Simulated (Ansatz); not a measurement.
**How many bands does the GW gap of Y2Ti2O7 (Fd-3m) need?**

Aim: see how the G0W0 gap of Y2Ti2O7 (Fd-3m) on LDA moves with empty bands and screening cutoff, and what each rung costs.

Main program and level: Ansatz 0.2.0; G0W0 on LDA, plane waves, PAW.

### 1. The structure

The structure is cubic, space group Fd-3m (No. 227). Conventional cell: a = 10.099 Å, b = 10.099 Å, c = 10.099 Å, α = 90.00°, β = 90.00°, γ = 90.00°. Nearest to Y lie 8 O at 2.19 to 2.48 Å. Ti has 6 O at 1.96 Å nearest. Nearest to O lie 2 Ti at 1.96 Å and 2 Y at 2.48 Å. Nearest to O lie 4 Y at 2.19 Å. Farther neighbours and most contacts between anions are not listed.

As a file:

```
Y Ti O
1.0
     0.00000    5.04930    5.04930
     5.04930    0.00000    5.04930
     5.04930    5.04930    0.00000
Y Ti O
4 4 14
Direct
  0.12500 0.12500 0.12500
  0.62500 0.12500 0.12500
  0.12500 0.12500 0.62500
  0.12500 0.62500 0.12500
  0.62500 0.62500 0.62500
  0.12500 0.62500 0.62500
  0.62500 0.62500 0.12500
  0.62500 0.12500 0.62500
  0.54545 0.95455 0.95455
  0.70455 0.29545 0.70455
  0.95455 0.54545 0.54545
  0.29545 0.70455 0.29545
  0.95455 0.54545 0.95455
  0.70455 0.70455 0.29545
  0.54545 0.95455 0.54545
  0.29545 0.29545 0.70455
  0.70455 0.29545 0.29545
  0.95455 0.95455 0.54545
  0.29545 0.70455 0.70455
  0.54545 0.54545 0.95455
  0.00000 0.00000 0.00000
  0.25000 0.25000 0.25000
```

Geometry: measured cell, ions relaxed with LDA. The runs that relaxed it are not among those shown. The default PAW set here is soft_2. Its files were made with PBE.

### 2. 159 empty bands, screening to 42 eV

Now the one-shot GW correction: screening in the RPA, then the self-energy of the levels asked for.

input.yaml reads:

```yaml
crystal:
  lattice:
    - [0.0, 5.0493, 5.0493]
    - [5.0493, 0.0, 5.0493]
    - [5.0493, 5.0493, 0.0]
  atoms:
    - { symbol: "Y", position: [0.125, 0.125, 0.125] }
    - { symbol: "Y", position: [0.625, 0.125, 0.125] }
    - { symbol: "Y", position: [0.125, 0.125, 0.625] }
    - { symbol: "Y", position: [0.125, 0.625, 0.125] }
    - { symbol: Ti, position: [0.625, 0.625, 0.625] }
    - { symbol: Ti, position: [0.125, 0.625, 0.625] }
    - { symbol: Ti, position: [0.625, 0.625, 0.125] }
    - { symbol: Ti, position: [0.625, 0.125, 0.625] }
    - { symbol: O, position: [0.5454541437, 0.9545458563, 0.9545458563] }
    - { symbol: O, position: [0.7045458563, 0.2954541437, 0.7045458563] }
    - { symbol: O, position: [0.9545458563, 0.5454541437, 0.5454541437] }
    - { symbol: O, position: [0.2954541437, 0.7045458563, 0.2954541437] }
    - { symbol: O, position: [0.9545458563, 0.5454541437, 0.9545458563] }
    - { symbol: O, position: [0.7045458563, 0.7045458563, 0.2954541437] }
    - { symbol: O, position: [0.5454541437, 0.9545458563, 0.5454541437] }
    - { symbol: O, position: [0.2954541437, 0.2954541437, 0.7045458563] }
    - { symbol: O, position: [0.7045458563, 0.2954541437, 0.2954541437] }
    - { symbol: O, position: [0.9545458563, 0.9545458563, 0.5454541437] }
    - { symbol: O, position: [0.2954541437, 0.7045458563, 0.7045458563] }
    - { symbol: O, position: [0.5454541437, 0.5454541437, 0.9545458563] }
    - { symbol: O, position: [0.0, 0.0, 0.0] }
    - { symbol: O, position: [0.25, 0.25, 0.25] }
kpoints:
  mp_grid: { grid: [2, 2, 2] }
hamiltonian:
  xc: lda
scf:
  occupations: { method: fixed }
gw:
  n_empty_bands: 159
  ecut_chi: 42
  qp_bands: [v4, c4]
  qp_kpoints: band_edges
  screening: { model: contour_deformation }
```

Started as:

```
$ ansatz run input.yaml --threads 24 --pin off --max-ram 82944MiB --backend cuda --events-out ev --progress --plain --runs-dir out --devices 1 --max-vram 78GiB
```

Numbers of over 12 decimals in the logs are rounded to 6 here.

What it wrote:

```text
GPUs: using 1 of 1 available (devices: 1).
Engine: ansatz 0.2.0, aarch64-unknown-linux-gnu
Pseudopotentials: kind: paw
Pseudopotential: Y, paw, valence charge 11, recommended cutoff 420 eV (normal), Y.paw.azcp
Pseudopotential: Ti, paw, valence charge 12, recommended cutoff 420 eV (normal), Ti.paw.azcp
Pseudopotential: O, paw, valence charge 6, recommended cutoff 420 eV (normal), O.paw.azcp
Functional definition: SPW92
  exchange = slater_x
  correlation = pw_c
[...]
Crystal: 22 atoms, lattice volume = 257.468 Å³
Basis set: ecut = 420 eV, 5029 PW (Γ)
Bands: 110, of which v1, the nominal top of the filled ones, is band 88 counted from 1 (87 counted from 0)
Symmetry: 48 space group operations
Space group: Fd-3m (ITA 227), of the structure as read, at distance tolerance 6.4e-5 Å
k-points: 3 of 8
Non-local potential: Y, projectors of the file, l = 0: 3, l = 1: 2, l = 2: 2, l = 3: 1
Non-local potential: Ti, projectors of the file, l = 0: 3, l = 1: 2, l = 2: 3, l = 3: 1
Non-local potential: O, projectors of the file, l = 0: 2, l = 1: 2, l = 2: 1
PAW form: soft (Blöchl's): semilocal exchange-correlation on the pseudo side does not see the compensation charge
PAW frozen core: Y, regenerated for the run's functional, and the local potential with it (the file was generated under x = pbe(κ = 0.804, μ = 0.219515), c = pbe(β = 0.066725))
PAW frozen core: Ti, regenerated for the run's functional, and the local potential with it (the file was generated under x = pbe(κ = 0.804, μ = 0.219515), c = pbe(β = 0.066725))
PAW frozen core: O, regenerated for the run's functional, and the local potential with it (the file was generated under x = pbe(κ = 0.804, μ = 0.219515), c = pbe(β = 0.066725))
PAW one-centre angular grid: Y, 590 points (default); XC on 64 Gauss nodes
PAW one-centre angular grid: Ti, 590 points (default); XC on 64 Gauss nodes
PAW one-centre angular grid: O, 110 points (default); XC on 64 Gauss nodes
Initial density: superposition of atomic densities (neutral atoms: chi_scale 0, normalization atom), corrected by the library's trained network
Initial wavefunctions: pseudopotential atomic-orbital guess
[...]
Functional: x = slater, c = lda
SCF iter   1: F=—  HF=-32598.058813 eV  |F-HF|=—  |Δ(HF+E_count)|=         —  Δρ=1.78e-2  dr2=7.16e-1  ethr=1.77e-3  ⟨swp⟩=3.3  Hψ=1100  notcnv=0  defer=42
preconditioner: auto → Resta (q_TF=auto, 2.561 Å⁻¹)  ε∞=5.5  [insulator: Δε(μ)=2.609 eV  Ē_g=12.683 eV  n_scr=64 (ndim 8)  ℏωp=27.0 eV  f_vac=0.019  ε∞_Penn≈5.5]
SCF iter   2: F=—  HF=-32597.911709 eV  |F-HF|=—  |Δ(HF+E_count)|=   1.47e-1  Δρ=7.66e-3  dr2=1.15e-1  ethr=4.07e-4  ⟨swp⟩=2.0  Hψ=534  notcnv=0  defer=58
SCF iter   3: F=—  HF=-32597.889649 eV  |F-HF|=—  |Δ(HF+E_count)|=   2.21e-2  Δρ=2.86e-3  dr2=1.56e-2  ethr=6.54e-5  ⟨swp⟩=2.3  Hψ=429  notcnv=0  defer=57
SCF iter   4: F=—  HF=-32597.886357 eV  |F-HF|=—  |Δ(HF+E_count)|=   3.29e-3  Δρ=1.16e-3  dr2=2.83e-3  ethr=8.86e-6  ⟨swp⟩=2.0  Hψ=410  notcnv=0  defer=60
SCF iter   5: F=—  HF=-32597.885753 eV  |F-HF|=—  |Δ(HF+E_count)|=   6.04e-4  Δρ=3.81e-4  dr2=3.43e-4  ethr=1.61e-6  ⟨swp⟩=2.0  Hψ=457  notcnv=0  defer=60
SCF iter   6: F=—  HF=-32597.885706 eV  |F-HF|=—  |Δ(HF+E_count)|=   4.75e-5  Δρ=1.07e-4  dr2=2.92e-5  ethr=1.95e-7  ⟨swp⟩=2.0  Hψ=429  notcnv=0  defer=38
SCF iter   7: F=—  HF=-32597.885712 eV  |F-HF|=—  |Δ(HF+E_count)|=   6.11e-6  Δρ=1.44e-5  dr2=4.47e-7  ethr=1.66e-8  ⟨swp⟩=2.0  Hψ=408  notcnv=0  defer=38
SCF iter   8: F=-32597.885712 eV  HF=-32597.885712 eV  |F-HF|=7.09e-10  |Δ(HF+E_count)|=   2.27e-7  Δρ=2.77e-6  dr2=1.86e-8  ethr=5.68e-11  ⟨swp⟩=11.0  Hψ=1095  notcnv=0
SCF 1 converged in 8 iterations: F = -32597.885712 eV  dr2 = 1.86e-8
  greatest PAW one-centre occupation: 0.999 electrons in one spin orbital (limit 2), on the Ti atom at site 7 (counted from 0), in its partial waves of l = 0
[...]
NSCF: frozen V_eff on 3 k-points
[...]
SCF converged after 8 iterations
[...]
k-point 2: bands = ["-46.4171", "-46.4171", "-46.4124", "-46.4124", "-30.8905", "-30.8905", "-30.8558", "-30.8558", "-23.0655", "-23.0655", "-23.0118", "-23.0118", "-23.0102", "-23.0102", "-23.0046", "-23.0046", "-23.0041", "-23.0041", "-22.9496", "-22.9496", "-12.0095", "-12.0095", "-11.2533", "-11.2533", "-11.1158", "-11.1158", "-11.1053", "-11.1053", "-11.0576", "-11.0576", "-10.8618", "-10.8618", "-7.0089", "-7 [...]
--- G₀W₀: contour deformation, 6 samples at zero and on the imaginary axis and 1 off it, 8 q-points, 159 empty bands' worth ---
  eigenvalues of the whole cell's RPA ε∞ on this k-mesh (on a slab, of 1 + 4πα/V) = 6.2995, 6.2995, 6.2995; static W/v taken at q = 0 is 0.158744
  bands read: the sum over 247 bands ends inside a degenerate multiplet in 3 slots, whose members it reads at an even weight; the widest, k=0: bands 247 to 249 (counted from 1) at 1/3 each
  gw.qp_kpoints: band_edges: 3 of 3 stored k-points solved, in 1 pass; an edge of the gap read off the rows below is read off those points alone
  `?` marks the rows in doubt; gw_qp.tsv's column doubts and the gw_qp event give each row's grounds
    ik  band        ε_KS         Σx   Σc(E_QP)       V_xc       Z   E_QP_lin       E_QP  E_QP is
     0    85      8.4275   -25.7534     5.1198   -20.6998  0.7317     8.4936     8.4937  root
     0    86      9.2511   -26.5025     4.9126   -21.7525  0.7463     9.4132     9.4136  root
     0    87      9.2511   -26.5025     4.9126   -21.7525  0.7463     9.4132     9.4136  root
     0    88      9.2511   -26.5025     4.9126   -21.7525  0.7463     9.4132     9.4136  root
     0    89     12.0438   -13.4882    -6.4573   -22.3041  0.7355    14.5742    14.4025  root ?
     0    90     12.0438   -13.4882    -6.4573   -22.3041  0.7355    14.5742    14.4025  root ?
     0    91     12.2163   -12.8565    -6.0683   -21.0445  0.7365    14.4692    14.3360  root ?
     0    92     12.2475   -13.3642    -6.8585   -22.5730  0.7258    14.7914    14.5978  root ?
     1    85      8.7887   -25.4648     4.9189   -20.6566  0.7354     8.8992     8.8994  root
     1    86      8.7887   -25.4648     4.9189   -20.6566  0.7354     8.8992     8.8994  root
     1    87      8.8910   -26.0424     4.9053   -21.2776  0.7425     9.0312     9.0316  root
     1    88      8.8910   -26.0424     4.9053   -21.2776  0.7425     9.0312     9.0316  root
     1    89     12.2553   -13.6952    -6.5666   -22.5912  0.7286    14.7653    14.5847  root ?
     1    90     12.2553   -13.6952    -6.5666   -22.5912  0.7286    14.7653    14.5847  root ?
     1    91     12.3893   -13.9717    -6.3258   -22.5705  0.7277    14.8294    14.6623  root ?
     1    92     12.4283   -13.7326    -6.3218   -22.2612  0.7259    14.8023    14.6351  root ?
     2    85      8.6950   -25.9196     4.9848   -21.0317  0.7406     8.7917     8.7919  root
     2    86      8.6950   -25.9196     4.9848   -21.0317  0.7406     8.7917     8.7919  root
     2    87      9.2621   -26.0724     4.9433   -21.2655  0.7417     9.3983     9.3986  root
     2    88      9.2621   -26.0724     4.9433   -21.2655  0.7417     9.3983     9.3986  root
     2    89     12.4269   -13.3708    -6.3360   -21.9012  0.7288    14.7824    14.6213  root ?
     2    90     12.4269   -13.3708    -6.3360   -21.9012  0.7288    14.7824    14.6213  root ?
     2    91     12.5238   -14.0737    -6.3849   -22.7140  0.7250    14.9569    14.7792  root ?
     2    92     12.5238   -14.0737    -6.3849   -22.7140  0.7250    14.9569    14.7792  root ?
```

It took 2.1 s on 1 × NVIDIA GB200 (shared by 2 runs) with 24 threads of Arm Neoverse V2, shared host; peak memory 1.4 GiB; 4.8 s of CPU time.

In the SCF lines HF is the Harris–Foulkes energy and dr2 the Hartree energy of the density residual, in eV; the loop may stop once dr2 is under the threshold and the program's other checks hold. Hψ counts applications of the Hamiltonian.

This step gave:

| Quantity | Value |
| --- | --- |
| bands summed | 247 |
| RPA ε∞ on this mesh (eigenvalues) | 6.299, 6.299, 6.299 |
| plane waves in the screening matrix | 169 |
| q-points in the mesh | 8 |
| G0W0 gap on the mesh | 4.922 eV |
| k of the valence top | 0, 0, 0 |
| k of the conduction bottom | 0, 0, 0 |
| starting gap on the mesh | 2.782 eV |
| Z at the valence top | 0.7463 |
| Z at the conduction bottom | 0.7365 |
| least direct G0W0 gap on the computed points | 4.922 eV |

The gap on the mesh goes from 2.78 eV to 4.92 eV, a correction of +2.14 eV, though a band edge has moved to another state. The program marks an edge row as in doubt.

### 3. 450 empty bands, screening to 84 eV

Another rung: the empty bands reach about as high as the screening cutoff, so the two stay in balance.

Edit input.yaml of step 2 so:

```diff
@@ -35,4 +35,4 @@
 gw:
-  n_empty_bands: 159
-  ecut_chi: 42
+  n_empty_bands: 450
+  ecut_chi: 84
   qp_bands: [v4, c4]
```

What it wrote:

```text
GPUs: using 1 of 1 available (devices: 1).
[...]
Crystal: 22 atoms, lattice volume = 257.468 Å³
Basis set: ecut = 420 eV, 5029 PW (Γ)
Bands: 110, of which v1, the nominal top of the filled ones, is band 88 counted from 1 (87 counted from 0)
Symmetry: 48 space group operations
[...]
k-points: 3 of 8
[...]
SCF iter   1: F=—  HF=-32598.058813 eV  |F-HF|=—  |Δ(HF+E_count)|=         —  Δρ=1.78e-2  dr2=7.16e-1  ethr=1.77e-3  ⟨swp⟩=3.3  Hψ=1100  notcnv=0  defer=42
[...]
SCF iter   8: F=-32597.885712 eV  HF=-32597.885712 eV  |F-HF|=7.09e-10  |Δ(HF+E_count)|=   2.27e-7  Δρ=2.77e-6  dr2=1.86e-8  ethr=5.68e-11  ⟨swp⟩=11.0  Hψ=1095  notcnv=0
SCF 1 converged in 8 iterations: F = -32597.885712 eV  dr2 = 1.86e-8
[...]
NSCF: frozen V_eff on 3 k-points
[...]
SCF converged after 8 iterations
[...]
0    85      8.4275   -25.7534     4.9584   -20.6998  0.7230     8.3321     8.3323  root
     0    86      9.2511   -26.5025     4.7642   -21.7525  0.7370     9.2652     9.2652  root
     0    87      9.2511   -26.5025     4.7642   -21.7525  0.7370     9.2652     9.2652  root
     0    88      9.2511   -26.5025     4.7642   -21.7525  0.7370     9.2652     9.2652  root
     0    89     12.0438   -13.4882    -6.9452   -22.3041  0.7287    14.0037    13.9146  root
     0    90     12.0438   -13.4882    -6.9452   -22.3041  0.7287    14.0037    13.9146  root
     0    91     12.2163   -12.8565    -6.4953   -21.0445  0.7294    13.9831    13.9090  root
     0    92     12.2475   -13.3642    -7.3354   -22.5730  0.7187    14.2226    14.1209  root ?
     1    85      8.7887   -25.4648     4.7646   -20.6566  0.7258     8.7451     8.7451  root
[...]
2    89     12.4269   -13.3708    -6.7788   -21.9012  0.7213    14.2655    14.1784  root
     2    90     12.4269   -13.3708    -6.7788   -21.9012  0.7213    14.2655    14.1784  root
     2    91     12.5238   -14.0737    -6.8425   -22.7140  0.7173    14.4136    14.3215  root
     2    92     12.5238   -14.0737    -6.8425   -22.7140  0.7173    14.4136    14.3215  root
```

Wall time 3.1 s (1 × NVIDIA GB200 (shared by 2 runs) with 24 threads); peak memory 1.6 GiB.

Numbers from this step:

```
bands summed                                 : 538
RPA ε∞ on this mesh (eigenvalues)            : 6.235, 6.235, 6.235
plane waves in the screening matrix          : 459
q-points in the mesh                         : 8
G0W0 gap on the mesh                         : 4.644 eV
k of the valence top                         : 0, 0, 0
k of the conduction bottom                   : 0, 0, 0
starting gap on the mesh                     : 2.782 eV
Z at the valence top                         : 0.7370
Z at the conduction bottom                   : 0.7294
least direct G0W0 gap on the computed points : 4.644 eV
```

Against the run with 2×2×2 mesh, 159 empty bands, screening to 42 eV, the gap moves by −0.28 eV.

### 4. 968 empty bands, screening to 140 eV

Edit input.yaml of step 3 so:

```diff
@@ -35,4 +35,4 @@
 gw:
-  n_empty_bands: 450
-  ecut_chi: 84
+  n_empty_bands: 968
+  ecut_chi: 140.0
   qp_bands: [v4, c4]
```

What it wrote:

```text
GPUs: using 1 of 1 available (devices: 1).
[...]
Crystal: 22 atoms, lattice volume = 257.468 Å³
Basis set: ecut = 420 eV, 5029 PW (Γ)
Bands: 110, of which v1, the nominal top of the filled ones, is band 88 counted from 1 (87 counted from 0)
Symmetry: 48 space group operations
[...]
k-points: 3 of 8
[...]
0    92     12.2475   -13.3642    -7.6187   -22.5730  0.7152    13.9060    13.8376  root
[...]
2    89     12.4269   -13.3708    -7.0538   -21.9012  0.7176    13.9613    13.9035  root
     2    90     12.4269   -13.3708    -7.0538   -21.9012  0.7176    13.9613    13.9035  root
     2    91     12.5238   -14.0737    -7.1315   -22.7140  0.7133    14.0929    14.0326  root
     2    92     12.5238   -14.0737    -7.1315   -22.7140  0.7133    14.0929    14.0326  root
[key lines of the parts left out:]
SCF converged after 8 iterations
Free energy (F): -32597.885712 eV
Fermi energy:    9.262103 eV
```

Wall time 4.5 s (1 × NVIDIA GB200 (shared by 2 runs) with 24 threads); peak memory 1.8 GiB.

This step gave:

| Item | Value |
| --- | --- |
| bands summed | 1056 |
| RPA ε∞ on this mesh (eigenvalues) | 6.174, 6.174, 6.174 |
| plane waves in the screening matrix | 941 |
| G0W0 gap on the mesh | 4.644 eV |
| k of the valence top | 0, -0.5, -0.5 |
| k of the conduction bottom | 0, 0, 0 |
| starting gap on the mesh | 2.782 eV |
| least direct G0W0 gap on the computed points | 4.650 eV |

Against the run with 2×2×2 mesh, 450 empty bands, screening to 84 eV, the gap moves by −0.0002 eV.

### 5. Changing the frequency model: 2×2×2 mesh, 450 empty bands, screening to 84 eV, plasmon pole

A plasmon pole stands in for the full frequency dependence of the screening; this run shows what that costs in accuracy. Bands and cutoff differ from the step before, so it is read against an earlier run that matches them.

Edit input.yaml of step 4 so:

```diff
@@ -35,6 +35,6 @@
 gw:
-  n_empty_bands: 968
-  ecut_chi: 140.0
+  n_empty_bands: 450
+  ecut_chi: 84
   qp_bands: [v4, c4]
   qp_kpoints: band_edges
-  screening: { model: contour_deformation }
+  screening: { model: godby_needs }
```

What it wrote:

```text
GPUs: using 1 of 1 available (devices: 1).
[...]
Crystal: 22 atoms, lattice volume = 257.468 Å³
Basis set: ecut = 420 eV, 5029 PW (Γ)
Bands: 110, of which v1, the nominal top of the filled ones, is band 88 counted from 1 (87 counted from 0)
Symmetry: 48 space group operations
[...]
k-points: 3 of 8
[...]
0    92     12.2475   -13.3642    -7.1542   -22.5730  0.7715    14.3454    14.3021  root
[...]
2    89     12.4269   -13.3708    -6.5969   -21.9012  0.7750    14.3987    14.3605  root
     2    90     12.4269   -13.3708    -6.5969   -21.9012  0.7750    14.3987    14.3605  root
     2    91     12.5238   -14.0737    -6.6460   -22.7140  0.7707    14.5532    14.5181  root
     2    92     12.5238   -14.0737    -6.6460   -22.7140  0.7707    14.5532    14.5181  root
[key lines of the parts left out:]
SCF converged after 8 iterations
Free energy (F): -32597.885712 eV
Fermi energy:    9.262103 eV
```

Run time: 3.3 s. Hardware: 1 × NVIDIA GB200 (shared by 2 runs) with 24 threads; peak memory 1.7 GiB.

Numbers from this step:

```
bands summed                                 : 538
plasmon-pole fit frequency                   : 30.70 eV
RPA ε∞ on this mesh (eigenvalues)            : 6.235, 6.235, 6.235
plane waves in the screening matrix          : 459
G0W0 gap on the mesh                         : 4.752 eV
k of the valence top                         : 0, 0, 0
k of the conduction bottom                   : 0, 0, 0
starting gap on the mesh                     : 2.782 eV
least direct G0W0 gap on the computed points : 4.752 eV
```

Against the run with 2×2×2 mesh, 450 empty bands, screening to 84 eV, the gap moves by +0.11 eV.

### 6. Convergence and cost

Times are wall times on 1 × NVIDIA GB200 (shared by 2 runs) with 24 threads of Arm Neoverse V2, shared host, good to a factor of about two.

```tsv
mesh	files	frequency	bands summed	cutoff (eV)	start (eV)	G0W0 (eV)	time	host memory (GiB)
2×2×2	default PAW	contour deformation	247	42	2.782	4.922	2.1 s	1.4
2×2×2	default PAW	contour deformation	538	84	2.782	4.644	3.1 s	1.6
2×2×2	default PAW	contour deformation	1056	140	2.782	4.644	4.5 s	1.8
2×2×2	default PAW	plasmon pole	538	84	2.782	4.752	3.3 s	1.7
```

The parts of the quasiparticle energy at the two band edges (eV; QP = start + Σx + Σc − Vxc):

```tsv
run	edge	start	Σx	Σc	Vxc	Z	QP
247 bands	valence top	9.25	-26.50	4.91	-21.75	0.75	9.41
247 bands	conduction bottom	12.22	-12.86	-6.07	-21.04	0.74	14.34
538 bands	valence top	9.25	-26.50	4.76	-21.75	0.74	9.27
538 bands	conduction bottom	12.22	-12.86	-6.50	-21.04	0.73	13.91
1056 bands	valence top	9.26	-26.07	4.53	-21.27	0.73	8.99
1056 bands	conduction bottom	12.04	-13.49	-7.23	-22.30	0.73	13.63
```

 Where G0W0 reorders the edges (247 bands and 538 bands), the two states listed lie further apart at the start than the starting gap.

### 7. What came out

* 247 bands, 42 eV: 4.922 eV
* 538 bands, 84 eV: 4.644 eV
* 1056 bands, 140 eV: 4.644 eV
* mesh and start: 2×2×2, LDA

What this shows: From 247 to 1056 bands the gap moves by −0.28 eV while the time grows 2.1-fold. The states at the edges change along the series or lie close to crossing, so no limit is drawn from it. The plasmon-pole model gives +0.11 eV against contour deformation, 6 % of the correction, and saved no time in this program. The 2×2×2 mesh is coarse for this cell (its supercell is 14 Å along the shortest edge). The RPA ε∞ on it, from the LDA start, is 6.17; such meshes misread the long-range screening, most where the gap is narrow. The many-body steps are scalar-relativistic: spin-orbit coupling is not in them.

[Paths, hosts, dates, memory and timing lines, banners, echoed tables and standing remarks are left out of the program output.]

[Logs are printed without paths, hosts, clocks, repeated set-up lines and the standing remarks that a program may print on its own settings, such as how far it seeks lower states.]

[Runs of the session that timed out or met a known fault of the program may be left out.]

[Cells called generated may have been cut or substituted from an entry of the Crystallography Open Database or the Materials Project.]

[Hosts, paths, dates, database ids (printed as entryN), source tags and the programs' standing remarks are cut or masked in the printed files.]
